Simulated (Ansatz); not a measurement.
# The perfect V wire along [111], 4 atoms a period, part 4 of 4

What gap, if any, does the V wire along [111], 4 atoms a period have, and how does it change with the functional and under strain?

Ansatz 0.2.0; DFT PBE, plane waves, PAW; relaxation of a wire's period (the session's first sound run).

So far, absolute moment (μB): step 2 (relaxation of atoms and period, PBE) 3.58; step 5 (levels at the same atoms, level PBEsol, cutoff 420 eV, PBEsol PBE) 3.55; step 6 (another level of theory, level r2SCAN, cutoff 500 eV, r2SCAN PBE) 6.30; step 8 (At a strained period, period over the relaxed period 0.97, k-mesh 1×1×26, PBE) 3.36; step 9 (strain along the wire, period over the relaxed period 1.1, k-mesh 1×1×23, PBE) 5.57.

## (10) A varied input

This step: DFT LDA, plane waves, PAW; bands of a perfect wire at the PBE geometry; changed: accuracy = "low", basis.ecutwfc = "200 eV" (Ansatz 0.2.0).

The atoms of the band run (LDA) are kept and the input is varied, to see whether the result depends on it.

The input, input.yaml:

```yaml
crystal:
  lattice:
    - [11.028, 0.0, 0.0]
    - [0.0, 9.241, 0.0]
    - [0.0, 0.0, 2.4466267509]
  atoms:
    - { symbol: V, position: [0.321714053, 0.500017573, 0.0], spin: 1.05 }
    - { symbol: V, position: [0.500022604, 0.378561634, 0.353122973], spin: -0.11 }
    - { symbol: V, position: [0.500022604, 0.621473511, 0.646877027], spin: -0.11 }
    - { symbol: V, position: [0.678331155, 0.500017573, 0.0], spin: 1.05 }
magnetization:
  spin_polarized: true
kpoints:
  mp_grid: { grid: [1, 1, 25] }
  band_path: { path: ["Γ", Z], npoints: 50 }
scf:
  occupations: { method: fermi_dirac, width: 0.05 }
hamiltonian:
  xc: lda
accuracy: low
basis:
  ecutwfc: "200 eV"
```

Started as:

```bash
> ansatz run input.yaml --threads 8 --pin off --max-ram 16384MiB --backend cpu --events-out ev --progress --plain --runs-dir out
```

Numbers of over 12 decimals in the logs are rounded to 6 here.

The log of the run:

```text
Warning: basis.ecutwfc = 200 eV is below the records' recommended 420 eV, and the density's cutoff is lower with it unless basis.ecutrho_ratio is high enough to keep the records' density cutoff: compare with a run at a higher cutoff
[...]
Crystal: 4 atoms, lattice volume = 249.335 Å³
Basis set: ecut = 200 eV, 1585 PW (Γ)
Bands: 33, of which v1, the nominal top of the filled ones, is band 26 counted from 1 (25 counted from 0)
Symmetry: 4 space group operations
[...]
k-points: 13 of 25
[...]
Starting moments: Σ|m| = 2.32 μB on 4 of 4 sites
[...]
SCF iter   1: F=—  HF=-11413.323076 eV  |F-HF|=—  |Δ(HF+E_count)|=         —  Δρ=5.20e-2 (↑5.20e-2 ↓3.72e-2)  dr2=3.38e1  dr2_m=7.45e-1  M=0.507 μB ∫|m|=0.827 μB  β_m=0.30  ethr=3.10e-3  ⟨swp⟩=8.7  Hψ=4399  notcnv=0
[...]
SCF iter  19: F=-11405.581023 eV  HF=-11405.581023 eV  |F-HF|=2.91e-11  |Δ(HF+E_count)|=   3.73e-9  Δρ=4.08e-7 (↑3.80e-7 ↓4.08e-7)  dr2=5.25e-10  dr2_m=2.56e-10  M=2.089 μB ∫|m|=2.670 μB  ethr=6.33e-12  ⟨swp⟩=3.6  Hψ=3677  notcnv=0
SCF 1 converged in 19 iterations: F = -11405.581023 eV  dr2 = 5.25e-10
[...]
SCF converged after 19 iterations
Magnetization: 2.0889 μB (27.0444 up, 24.9556 down)
Absolute magnetization: 2.6711 μB (∫|ρ↑−ρ↓|, with the PAW one-centre terms)
[...]
Per-site moments (μB) at R_I (Å): [(0.828642, 0.999649), (-0.129375, 0.972261), (-0.129375, 0.972261), (0.828642, 0.999649)]
Free energy (F): -11405.581023 eV
[...]
Internal energy: -11405.512427 eV  (E = F + TS)
E sigma→0 (E₀):  -11405.546725 eV
Entropy (-TS):   -0.068595 eV (-17.149 meV/atom)
Fermi energy:    0.518344 eV
[...]
--- Band table (eV; the first three rows and the last of 26) ---
  k-point 0 ↑: bands = [... 22 lower, -0.5644, -0.5429, -0.2198, -0.0888, 0.2162, 0.4730, 0.8134, 1.2453, ... 3 higher]
  k-point 1 ↑: bands = [... 22 lower, -0.5384, -0.5300, -0.1821, -0.0751, 0.2122, 0.4984, 0.8121, 1.2158, ... 3 higher]
  k-point 2 ↑: bands = [... 22 lower, -0.5279, -0.5182, -0.1130, -0.0840, 0.1841, 0.5166, 0.6773, 1.0749, ... 3 higher]
  k-point 12 ↓: bands = [... 22 lower, -0.3536, -0.1002, 0.9800, 1.3356, 1.4637, 1.7772, 1.8731, 2.2244, ... 3 higher]
```

The job ended after 3.7 s (8 threads of Intel Xeon Platinum 8259CL at 2.50GHz (Skylake/Cascade Lake), shared host; peak memory 0.55 GiB).

Residual by cycle:

cycle, log10 residual and a bar from the least value:
```
        1        1.5 ##############################
        3       -0.3 #########################
        4       -0.9 #######################
        6       -2.2 ####################
        8       -4.0 ###############
        9       -4.1 ##############
       11       -4.0 ###############
       12       -4.1 ##############
       14       -4.6 #############
       16       -6.5 ########
       17       -7.2 ######
       19       -9.3
```

The run finished with changed settings (accuracy = "low" and basis.ecutwfc = "200 eV"); it serves as a test.

## (11) A repeat with changed settings

This step: DFT LDA, plane waves, PAW; bands of a perfect wire at the PBE geometry; changed: hamiltonian.dispersion = "d3bj", kpoints.mp_grid.grid = [1, 1, 20] (Ansatz 0.2.0).

The atoms of the band run (LDA) are kept and the input is varied, to see whether the result depends on it.

Changes to input.yaml since step 10:

```diff
@@ -13,3 +13,3 @@
 kpoints:
-  mp_grid: { grid: [1, 1, 25] }
+  mp_grid: { grid: [1, 1, 20] }
   band_path: { path: ["Γ", Z], npoints: 50 }
@@ -19,4 +19,2 @@
   xc: lda
-accuracy: low
-basis:
-  ecutwfc: "200 eV"
+  dispersion: d3bj
```

The log of the run:

```text
Warning: the engine holds no damping parameters fitted to this dispersion correction and functional, so the run takes those fitted to pbe (hamiltonian.dispersion, under Limitations)
[...]
Crystal: 4 atoms, lattice volume = 249.335 Å³
Basis set: ecut = 420 eV, 4827 PW (Γ)
Bands: 33, of which v1, the nominal top of the filled ones, is band 26 counted from 1 (25 counted from 0)
Symmetry: 4 space group operations
[...]
k-points: 11 of 20
[...]
Starting moments: Σ|m| = 2.32 μB on 4 of 4 sites
[...]
SCF iter   1: F=—  HF=-11434.898994 eV  |F-HF|=—  |Δ(HF+E_count)|=         —  Δρ=2.87e-2 (↑2.87e-2 ↓2.76e-2)  dr2=3.13e1  dr2_m=4.81e-1  M=0.770 μB ∫|m|=1.041 μB  β_m=0.30  ethr=3.10e-3  ⟨swp⟩=7.6  Hψ=3674  notcnv=0
[...]
SCF iter  18: F=-11434.252241 eV  HF=-11434.252241 eV  |F-HF|=4.06e-10  |Δ(HF+E_count)|=   6.77e-9  Δρ=4.77e-7 (↑4.77e-7 ↓4.12e-7)  dr2=8.71e-10  dr2_m=2.87e-10  M=2.132 μB ∫|m|=2.445 μB  ethr=1.38e-11  ⟨swp⟩=4.7  Hψ=3237  notcnv=0
SCF 1 converged in 18 iterations: F = -11434.252241 eV  dr2 = 8.71e-10
[...]
SCF converged after 18 iterations
Magnetization: 2.1324 μB (27.0662 up, 24.9338 down)
Absolute magnetization: 2.4537 μB (∫|ρ↑−ρ↓|, with the PAW one-centre terms)
[...]
Per-site moments (μB) at R_I (Å): [(0.734842, 0.999649), (-0.060788, 0.972261), (-0.060788, 0.972261), (0.734842, 0.999649)]
Free energy (F): -11434.252241 eV
[...]
Internal energy: -11434.181708 eV  (E = F + TS)
E sigma→0 (E₀):  -11434.216974 eV
Entropy (-TS):   -0.070533 eV (-17.633 meV/atom)
Fermi energy:    0.543556 eV
[...]
--- Band table (eV; the first three rows and the last of 22) ---
  k-point 0 ↑: bands = [... 22 lower, -0.5805, -0.5478, -0.1703, -0.0117, 0.2166, 0.4232, 0.7201, 1.1725, ... 3 higher]
  k-point 1 ↑: bands = [... 22 lower, -0.5614, -0.5313, -0.1136, -0.0115, 0.2131, 0.4471, 0.6750, 1.1356, ... 3 higher]
  k-point 2 ↑: bands = [... 22 lower, -0.5172, -0.4939, -0.0228, 0.0404, 0.2176, 0.5057, 0.5493, 1.0233, ... 3 higher]
  k-point 10 ↓: bands = [... 22 lower, -0.2986, -0.1648, 1.0133, 1.4224, 1.5207, 1.8503, 1.9643, 2.2569, ... 3 higher]
```

It took 7.2 s on 8 threads; peak memory 0.9 GiB; 50 s of CPU time.

Residual by cycle:

cycle, log10 residual and a bar from the least value:
```
        1        1.5 ##############################
        3       -0.4 #########################
        4       -1.3 ######################
        6       -3.3 ################
        7       -3.6 ################
        9       -3.7 ###############
       10       -3.4 ################
       12       -4.8 ############
       13       -5.3 ###########
       15       -6.7 #######
       16       -7.2 #####
       18       -9.1
```

The run finished with changed settings (hamiltonian.dispersion = "d3bj" and kpoints.mp_grid.grid = [1, 1, 20]); it serves as a test.

## (12) Results

- cell length, PBE: 2.447 Å
- conductance, PBE: 5.07 G₀
- absolute moment, PBE: 3.58 μB
- absolute moment, LDA: 2.65 μB
- absolute moment, PBEsol: 3.55 μB
- absolute moment, r2SCAN: 6.30 μB
- gap, period scaled by 0.97: none
- gap, period scaled by 1.1: none

**Reading.** Under PBE the cell's length is 2.45 Å, the absolute moment is 3.58 μB a cell, and it is a metal with 7 spin-up and 3 spin-down channels next to the Fermi level, 5.07 G₀ at 300 K. A perfect wire passes every open channel, so the conductance counts half a G₀ for each forward-moving state at the Fermi level, spin by spin; the value here is no such multiple, since a band edge lies within the thermal window. Transport is coherent and elastic here: the atoms are frozen, so scattering by vibrations plays no part. In the perfect wire the moments were started parallel, and no opposed start was run. No search over magnetic orders was made; another may lie lower.

[Logs are printed without paths, hosts, clocks, repeated set-up lines and the standing remarks that a program may print on its own settings, such as how far it seeks lower states.]

[Hosts, paths, dates, database ids (printed as entryN), source tags and the programs' standing remarks are cut or masked in the printed files.]
